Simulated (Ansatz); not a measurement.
# NaFeN (P6_3mc): G0W0 under other settings

Aim: change settings of a G0W0 run on NaFeN (P6_3mc) and see what moves.

Calculated with Ansatz 0.2.0; G0W0 on PBE, plane waves, PAW; PAW set soft_1.

In doubt: one-shot GW on d or f shells is unsure, so the values of those runs are not to be relied on.

## (1) Starting point

Symmetry: P6_3mc, No. 186, hexagonal system. The conventional cell has a = 2.979 Å, b = 2.979 Å, c = 9.678 Å, α = 90.00°, β = 90.00°, γ = 120.00°. Nearest to Na lie 4 N at 2.55 to 2.95 Å and 3 Fe at 2.91 Å and 6 Na at 2.98 Å. Nearest to Fe lie 3 N at 1.78 Å. Nearest to N lie 3 Fe at 1.78 Å and 4 Na at 2.55 to 2.95 Å. Farther neighbours and most contacts between anions are not listed.

The cell and positions are those that the Materials Project relaxed with its own functionals (PBE, PBE+U or r2SCAN), kept fixed.

## (2) The base run: 6×6×2 mesh, 273 empty bands, screening to 138 eV, PAW set soft_1 files

G0W0 replaces the xc potential by the self-energy, built once from these orbitals. Only a window of levels is corrected, while the sums run over the empty bands that the input names. This step takes PAW set soft_1 files.

Input file input.yaml:

```yaml
crystal:
  lattice:
    - [2.9791986867, 0.0, 0.0]
    - [-1.4895993434, 2.5800617456, 0.0]
    - [0.0, 0.0, 9.67759076]
  atoms:
    - { symbol: Na, position: [0.66666667, 0.33333333, 0.76069016] }
    - { symbol: Na, position: [0.33333333, 0.66666667, 0.26069016] }
    - { symbol: Fe, position: [0.0, 0.0, 0.51816637] }
    - { symbol: Fe, position: [0.0, 0.0, 0.01816637] }
    - { symbol: "N", position: [0.33333333, 0.66666667, 0.56578347] }
    - { symbol: "N", position: [0.66666667, 0.33333333, 0.06578347] }
kpoints:
  mp_grid: { grid: [6, 6, 2] }
hamiltonian:
  xc: pbe
  pseudopotentials: { kind: paw, azcp: { folder: soft_1 } }
scf:
  occupations: { method: fixed }
gw:
  n_empty_bands: 273
  ecut_chi: 138
  qp_bands: [v2, c2]
  qp_kpoints: band_edges
  screening: { model: contour_deformation }
```

Started as:

```sh
> ansatz run input.yaml --threads 3 --pin off --max-ram 92160MiB --backend cuda --events-out ev --progress --plain --runs-dir out --devices 1 --max-vram 13GiB
```

Numbers of over 12 decimals in the logs are rounded to 6 here.

The program printed:

```text
GPUs: using 1 of 1 available (devices: 1).
Engine: ansatz 0.2.0, x86_64-unknown-linux-gnu
Pseudopotentials: kind: paw
Pseudopotential: Na, paw, valence charge 9, recommended cutoff 420 eV (normal), soft_1/Na.paw.azcp
Pseudopotential: Fe, paw, valence charge 16, recommended cutoff 420 eV (normal), soft_1/Fe.paw.azcp
Pseudopotential: N, paw, valence charge 5, recommended cutoff 420 eV (normal), soft_1/N.paw.azcp
Functional definition: PBE
  parameter kappa = 0.804
  parameter beta = 0.066725
  exchange = pbe_x(kappa = kappa, mu = beta*pi^2/3)
  correlation = pbe_c(beta = beta)
device memory: the entry about to start is reckoned to put 1.3 GiB on a device that reports 49.9 GiB free (of which the cap on the GPU budget leaves the run 13.0 GiB)
GPU FFT provider: cuFFT
GPU libraries: cuBLAS 13.8.2, cuFFT 12.4.0, cuSOLVER 12.3.4
Crystal: 6 atoms, lattice volume = 74.387 Å³
Basis set: ecut = 420 eV, 1401 PW (Γ)
Bands: 36, of which v1, the nominal top of the filled ones, is band 30 counted from 1 (29 counted from 0)
Symmetry: 12 space group operations
Space group: P63mc (ITA 186), of the structure as read, at distance tolerance 4.2e-5 Å
k-points: 14 of 72
Non-local potential: Na, projectors of the file, l = 0: 3, l = 1: 2, l = 2: 1
Non-local potential: Fe, projectors of the file, l = 0: 3, l = 1: 2, l = 2: 3, l = 3: 1
Non-local potential: N, projectors of the file, l = 0: 2, l = 1: 2, l = 2: 1
PAW form: soft (Blöchl's): semilocal exchange-correlation on the pseudo side does not see the compensation charge
PAW one-centre angular grid: Na, 110 points (default); XC on 64 Gauss nodes
PAW one-centre angular grid: Fe, 590 points (default); XC on 64 Gauss nodes
PAW one-centre angular grid: N, 110 points (default); XC on 64 Gauss nodes
Initial density: superposition of atomic densities (chi_scale 0.1, normalization cell, long waves kept (reshape's long-wave potential 0.09 eV rms))
Initial wavefunctions: pseudopotential atomic-orbital guess
GPU buffer pool allocated for 28800 grid points (all kernels)
GPU transforms: local potential and band sums: pruned to the plane-wave sphere, on 20×20×72
Functional: x = pbe(κ = 0.804, μ = 0.219515), c = pbe(β = 0.066725)
SCF iter   1: F=—  HF=-12703.154675 eV  |F-HF|=—  |Δ(HF+E_count)|=         —  Δρ=8.00e-2  dr2=2.84e0  ethr=3.10e-3  ⟨swp⟩=4.0  Hψ=1466  notcnv=0  defer=27
preconditioner: auto → Resta (q_TF=auto, 2.632 Å⁻¹)  ε∞=5.1  [insulator: Δε(μ)=0.298 eV  Ē_g=13.390 eV  n_scr=26 (ndim 8)  ℏωp=27.2 eV  f_vac=0.000  ε∞_Penn≈5.1]
SCF iter   2: F=—  HF=-12702.767542 eV  |F-HF|=—  |Δ(HF+E_count)|=   3.87e-1  Δρ=7.51e-2  dr2=3.34e0  ethr=3.10e-3  ⟨swp⟩=2.6  Hψ=964  notcnv=0  defer=40
[...]
k-point 13: bands = [... 26 lower, 9.0497, 9.0497, 9.5778, 9.5778, 10.2607, 10.2607, 11.2590, 11.2590, ... 2 higher]
--- G₀W₀: contour deformation, 8 samples at zero and on the imaginary axis and 1 off it, 72 q-points, 273 empty bands' worth ---
  eigenvalues of the whole cell's RPA ε∞ on this k-mesh (on a slab, of 1 + 4πα/V) = 6.0394, 33.6248, 33.6248; static W/v taken at q = 0 is 0.027203
  bands read: the sum over 303 bands ends inside a degenerate multiplet in 7 slots, whose members it reads at an even weight; the widest, k=1: bands 303 to 306 (counted from 1) at 1/4 each
  gw.qp_kpoints: band_edges: 14 of 14 stored k-points solved, in 1 pass; an edge of the gap read off the rows below is read off those points alone
  `?` marks the rows in doubt; gw_qp.tsv's column doubts and the gw_qp event give each row's grounds
    ik  band        ε_KS         Σx   Σc(E_QP)       V_xc       Z   E_QP_lin       E_QP  E_QP is
     0    29      9.2960   -34.4780     4.8658   -30.3167  0.5698     9.9708    10.0006  root ?
     0    30      9.2960   -34.4780     4.8658   -30.3167  0.5698     9.9708    10.0006  root ?
     0    31     11.7577   -21.8950    -2.9696   -25.4701  0.6487    12.4030    12.3632  root
     0    32     12.4722   -13.2982    -4.1897   -17.7984  0.6589    12.7874    12.7828  root
     1    29      9.2938   -34.4654     4.8651   -30.3041  0.5695     9.9676     9.9977  root ?
     1    30      9.2938   -34.4654     4.8651   -30.3041  0.5695     9.9676     9.9977  root ?
     1    31     12.0136   -18.6657    -3.4565   -22.6242  0.6564    12.5372    12.5156  root
     1    32     12.0136   -18.6657    -3.4565   -22.6242  0.6564    12.5372    12.5156  root
     2    29      9.2779   -31.2024     4.1337   -27.6665  0.5839     9.8539     9.8757  root ?
     2    30      9.5448   -30.9226     3.7342   -27.7658  0.6005    10.1070    10.1223  root
     2    31     11.8944   -20.7018    -3.1119   -24.3716  0.6495    12.4783    12.4523  root
     2    32     12.3510   -15.8152    -4.3499   -20.5593  0.6562    12.7528    12.7452  root
     3    29      9.4393   -31.1444     3.9196   -27.8149  0.5941    10.0114    10.0295  root ?
     3    30      9.4393   -31.1444     3.9196   -27.8149  0.5941    10.0114    10.0295  root ?
     3    31     12.1149   -18.1068    -3.6623   -22.2414  0.6535    12.6019    12.5872  root
[...]
6    29      9.3253   -34.6037     4.5899   -30.7409  0.5800    10.0266    10.0525  root ?
[...]
10    30      9.2408   -32.5926     4.2090   -29.0397  0.5828     9.8724     9.8969  root ?
    10    31     10.6003   -23.8736    -2.6979   -27.2022  0.6198    11.2847    11.2310  root ?
[...]
11    29      9.2328   -32.7092     4.1900   -29.1821  0.5816     9.8704     9.8958  root ?
    11    30      9.2328   -32.7092     4.1900   -29.1821  0.5816     9.8704     9.8958  root ?
[...]
13    29      9.5778   -29.9869     3.6093   -26.9029  0.6096    10.0909    10.1030  root
    13    30      9.5778   -29.9869     3.6093   -26.9029  0.6096    10.0909    10.1030  root
    13    31     10.2607   -24.8420    -3.6896   -29.3675  0.6181    11.0949    11.0967  root
    13    32     10.2607   -24.8420    -3.6896   -29.3675  0.6181    11.0949    11.0967  root
[key lines of the parts left out:]
SCF converged after 10 iterations
Free energy (F): -12702.303056 eV
Fermi energy:    9.924069 eV
```

The job ended after 23 s (1 × NVIDIA H100 80GB HBM3 (shared by 6 runs) with 3 threads of AMD EPYC 7R13 (Zen 3), shared host; peak memory 1.4 GiB).

This step gave:

```yaml
bands_summed: 303
rpa_eps_infinity_on_this_mesh_eigenvalues: 6.039, 33.62, 33.62
plane_waves_in_the_screening_matrix: 265
q_points_in_the_mesh: 72
g0w0_gap_on_the_mesh: 0.7040 eV
k_of_the_valence_top: 0.1667, 0.1667, 0
k_of_the_conduction_bottom: 0.3333, 0.3333, -0.5
starting_gap_on_the_mesh: 0.3366 eV
z_at_the_valence_top: 0.6324
z_at_the_conduction_bottom: 0.6181
least_direct_g0w0_gap_on_the_computed_points: 0.9914 eV
```

The gap on the mesh goes from 0.34 eV to 0.70 eV, a correction of +0.37 eV. Between the two edge states, bare exchange in place of the xc potential would open the gap by 6.35 eV, and correlation takes back 5.99 eV.

## (3) Variant: larger pair-density box

Edit input.yaml of step 2 so:

```diff
@@ -20,4 +20,4 @@
 gw:
-  n_empty_bands: 273
-  ecut_chi: 138
+  n_empty_bands: 168
+  ecut_chi: 100
   qp_bands: [v2, c2]
@@ -25 +25,2 @@
   screening: { model: contour_deformation }
+  ecutfock_ratio: 2
```

The program printed:

```text
GPUs: using 1 of 1 available (devices: 1).
[...]
GPU FFT provider: cuFFT
GPU libraries: cuBLAS 13.8.2, cuFFT 12.4.0, cuSOLVER 12.3.4
Crystal: 6 atoms, lattice volume = 74.387 Å³
Basis set: ecut = 420 eV, 1401 PW (Γ)
Bands: 36, of which v1, the nominal top of the filled ones, is band 30 counted from 1 (29 counted from 0)
[... 1 set-up line as in the run before ...]
[...]
k-points: 14 of 72
[...]
GPU buffer pool allocated for 28800 grid points (all kernels)
[...]
SCF iter   1: F=—  HF=-12703.154675 eV  |F-HF|=—  |Δ(HF+E_count)|=         —  Δρ=8.00e-2  dr2=2.84e0  ethr=3.10e-3  ⟨swp⟩=4.0  Hψ=1466  notcnv=0  defer=27
[...]
SCF iter  10: F=-12702.303056 eV  HF=-12702.303056 eV  |F-HF|=4.63e-8  |Δ(HF+E_count)|=   3.28e-8  Δρ=8.97e-6  dr2=4.89e-8  ethr=1.67e-10  ⟨swp⟩=7.9  Hψ=1528  notcnv=0
SCF 1 converged in 10 iterations: F = -12702.303056 eV  dr2 = 4.89e-8
[...]
NSCF: frozen V_eff on 14 k-points
[...]
G₀W₀ screening: q 1/14
[... further progress lines ...]
SCF converged after 10 iterations
Free energy (F): -12702.303056 eV
[...]
Internal energy: -12702.303056 eV  (E = F + TS)
E sigma→0 (E₀):  -12702.303056 eV
Fermi energy:    9.924069 eV
[...]
--- Band table (eV; the first three rows and the last of 14) ---
  k-point 0: bands = [... 26 lower, 9.2915, 9.2915, 9.2960, 9.2960, 11.7577, 12.4722, 14.0567, 14.0567, ... 2 higher]
  k-point 1: bands = [... 26 lower, 9.2938, 9.2938, 9.2938, 9.2938, 12.0136, 12.0136, 14.0659, 14.0659, ... 2 higher]
[...]
1    29      9.2938   -34.4654     4.9496   -30.3041  0.5760    10.0468    10.0822  root ?
     1    30      9.2938   -34.4654     4.9496   -30.3041  0.5760    10.0468    10.0822  root ?
     1    31     12.0136   -18.6657    -3.3737   -22.6242  0.6600    12.6353    12.5985  root
     1    32     12.0136   -18.6657    -3.3737   -22.6242  0.6600    12.6353    12.5985  root
     2    29      9.2779   -31.2024     4.2136   -27.6665  0.5903     9.9296     9.9556  root ?
     2    30      9.5448   -30.9226     3.8242   -27.7658  0.6062    10.1932    10.2124  root
     2    31     11.8944   -20.7018    -3.0437   -24.3716  0.6542    12.5705    12.5205  root
     2    32     12.3510   -15.8152    -4.2301   -20.5593  0.6596    12.8840    12.8649  root
     3    29      9.4393   -31.1444     4.0052   -27.8149  0.6000    10.0929    10.1150  root
[...]
6    29      9.3253   -34.6037     4.6692   -30.7409  0.5866    10.1021    10.1318  root ?
     6    30      9.3258   -34.5966     4.6594   -30.7429  0.5867    10.1020    10.1317  root ?
[...]
7    29      9.3255   -34.6000     4.6642   -30.7419  0.5866    10.1020    10.1317  root ?
[...]
10    29      9.2263   -32.9300     4.3092   -29.3779  0.5872     9.9528     9.9835  root ?
    10    30      9.2408   -32.5926     4.2930   -29.0397  0.5893     9.9519     9.9809  root ?
[...]
11    29      9.2328   -32.7092     4.2743   -29.1821  0.5882     9.9502     9.9801  root ?
    11    30      9.2328   -32.7092     4.2743   -29.1821  0.5882     9.9502     9.9801  root ?
[...]
13    29      9.5778   -29.9869     3.6972   -26.9029  0.6151    10.1757    10.1909  root
    13    30      9.5778   -29.9869     3.6972   -26.9029  0.6151    10.1757    10.1909  root
    13    31     10.2607   -24.8420    -3.5667   -29.3675  0.6233    11.2307    11.2195  root
    13    32     10.2607   -24.8420    -3.5667   -29.3675  0.6233    11.2307    11.2195  root
```

Wall time 22 s (1 × NVIDIA H100 80GB HBM3 (shared by 6 runs) with 3 threads); peak memory 1.2 GiB; 37 s of CPU time.

The G0W0 gap on the mesh is 0.721 eV.

Against the base:

```csv
setting,base,variant
empty bands,273,168
screening cutoff (eV),138,100
ecutfock ratio,-,2
```

```csv
quantity,variant,base
starting gap on the mesh,0.337,0.337
G0W0 gap on the mesh,0.721,0.704
least direct G0W0 gap on the computed points,1.026,0.991
Z at the valence top,0.637,0.632
Z at the conduction bottom,0.623,0.618
```

## (4) Variant: coarser q mesh

Edit input.yaml of step 3 so:

```diff
@@ -25,2 +25,2 @@
   screening: { model: contour_deformation }
-  ecutfock_ratio: 2
+  q_mesh: [3, 3, 1]
```

The program printed:

```text
GPUs: using 1 of 1 available (devices: 1).
[...]
GPU FFT provider: cuFFT
GPU libraries: cuBLAS 13.8.2, cuFFT 12.4.0, cuSOLVER 12.3.4
Crystal: 6 atoms, lattice volume = 74.387 Å³
Basis set: ecut = 420 eV, 1401 PW (Γ)
Bands: 36, of which v1, the nominal top of the filled ones, is band 30 counted from 1 (29 counted from 0)
[... 1 set-up line as in the run before ...]
[...]
k-points: 14 of 72
[...]
GPU buffer pool allocated for 28800 grid points (all kernels)
[...]
SCF iter   1: F=—  HF=-12703.154675 eV  |F-HF|=—  |Δ(HF+E_count)|=         —  Δρ=8.00e-2  dr2=2.84e0  ethr=3.10e-3  ⟨swp⟩=4.0  Hψ=1466  notcnv=0  defer=27
[...]
SCF iter  10: F=-12702.303056 eV  HF=-12702.303056 eV  |F-HF|=4.63e-8  |Δ(HF+E_count)|=   3.28e-8  Δρ=8.97e-6  dr2=4.89e-8  ethr=1.67e-10  ⟨swp⟩=7.9  Hψ=1528  notcnv=0
SCF 1 converged in 10 iterations: F = -12702.303056 eV  dr2 = 4.89e-8
[...]
G₀W₀ screening: q 1/3
[... further progress lines ...]
SCF converged after 10 iterations
Free energy (F): -12702.303056 eV
[...]
Internal energy: -12702.303056 eV  (E = F + TS)
E sigma→0 (E₀):  -12702.303056 eV
Fermi energy:    9.924069 eV
[...]
--- Band table (eV; the first three rows and the last of 14) ---
  k-point 0: bands = [... 26 lower, 9.2915, 9.2915, 9.2960, 9.2960, 11.7577, 12.4722, 14.0567, 14.0567, ... 2 higher]
  k-point 1: bands = [... 26 lower, 9.2938, 9.2938, 9.2938, 9.2938, 12.0136, 12.0136, 14.0659, 14.0659, ... 2 higher]
[...]
1    29      9.2938   -34.6667     5.1115   -30.3041  0.5708    10.0083    10.0427  root ?
     1    30      9.2938   -34.6667     5.1115   -30.3041  0.5708    10.0083    10.0427  root ?
     1    31     12.0136   -18.6389    -3.4249   -22.6242  0.6523    12.6176    12.5741  root
     1    32     12.0136   -18.6389    -3.4249   -22.6242  0.6523    12.6176    12.5741  root
     2    29      9.2779   -31.0422     4.0297   -27.6665  0.5857     9.9058     9.9321  root ?
     2    30      9.5448   -30.8210     3.7015   -27.7658  0.6006    10.1718    10.1913  root
     2    31     11.8944   -20.5327    -3.2463   -24.3716  0.6450    12.5455    12.4871  root ?
     2    32     12.3510   -15.5623    -4.5036   -20.5593  0.6426    12.8690    12.8443  root
     3    29      9.4393   -30.9885     3.8308   -27.8149  0.5958    10.0746    10.0966  root ?
     3    30      9.4393   -30.9885     3.8308   -27.8149  0.5958    10.0746    10.0966  root ?
     3    31     12.1149   -17.8836    -3.8195   -22.2414  0.6454    12.6901    12.6532  root
     3    32     12.1149   -17.8836    -3.8195   -22.2414  0.6454    12.6901    12.6532  root
[...]
10    29      9.2263   -33.2434     4.5652   -29.3779  0.5799     9.8964     9.9260  root ?
    10    30      9.2408   -32.8854     4.5313   -29.0397  0.5821     9.8986     9.9264  root ?
[...]
11    29      9.2328   -32.9863     4.4980   -29.1821  0.5817     9.8985     9.9267  root ?
    11    30      9.2328   -32.9863     4.4980   -29.1821  0.5817     9.8985     9.9267  root ?
[...]
13    29      9.5778   -30.5727     4.2334   -26.9029  0.6018    10.1245    10.1413  root
    13    30      9.5778   -30.5727     4.2334   -26.9029  0.6018    10.1245    10.1413  root
    13    31     10.2607   -24.4343    -3.9453   -29.3675  0.6085    11.2434    11.2486  root
    13    32     10.2607   -24.4343    -3.9453   -29.3675  0.6085    11.2434    11.2486  root
```

Elapsed: 12 s, on 1 × NVIDIA H100 80GB HBM3 (shared by 6 runs) with 3 threads; peak memory 1.1 GiB; 16 s of CPU time.

Against the base:

```csv
setting,base,variant
empty bands,273,168
screening cutoff (eV),138,100
q mesh,-,"[3, 3, 1]"
```

```csv
quantity,variant,base
starting gap on the mesh,0.337,0.337
G0W0 gap on the mesh,0.804,0.704
least direct G0W0 gap on the computed points,1.106,0.991
Z at the valence top,0.623,0.632
Z at the conduction bottom,0.608,0.618
```

## (5) What came out

- base: 0.70 eV, 23 s
- larger pair-density box: 0.72 eV, 22 s
- coarser q mesh: 0.80 eV, 12 s

In words: Larger pair-density box: the gap moves by +0.02 eV. The variant differs from the base in empty bands, screening cutoff and ecutfock ratio together, so the change can't be laid to one of them. Coarser q mesh: the gap moves by +0.10 eV; such settings are too crude to quote. The variant differs from the base in empty bands, screening cutoff and q mesh together, so the change can't be laid to one of them. All runs here use a coarse mesh and modest cutoffs; they test settings and are not final values. The 6×6×2 mesh is coarse for this cell (its supercell is 18 Å along the shortest edge). The RPA ε∞ on it, from the PBE start, is 6.04 and 33.62; such meshes misread the long-range screening, most where the gap is narrow. The runs have no spin polarisation. For a closed low-spin shell that is the natural state; where a d or f shell is open it is a constraint, and the gap is then not the crystal's own. With d states at the gap, one-shot GW leans hard on its start.

[Paths, hosts, dates, memory and timing lines, banners, echoed tables and standing remarks are left out of the program output.]

[Logs are printed without paths, hosts, clocks, repeated set-up lines and the standing remarks that a program may print on its own settings, such as how far it seeks lower states.]

[Runs of the session that timed out or met a known fault of the program may be left out.]

[Cells called generated may have been cut or substituted from an entry of the Crystallography Open Database or the Materials Project.]

[Hosts, paths, dates, database ids (printed as entryN), source tags and the programs' standing remarks are cut or masked in the printed files.]
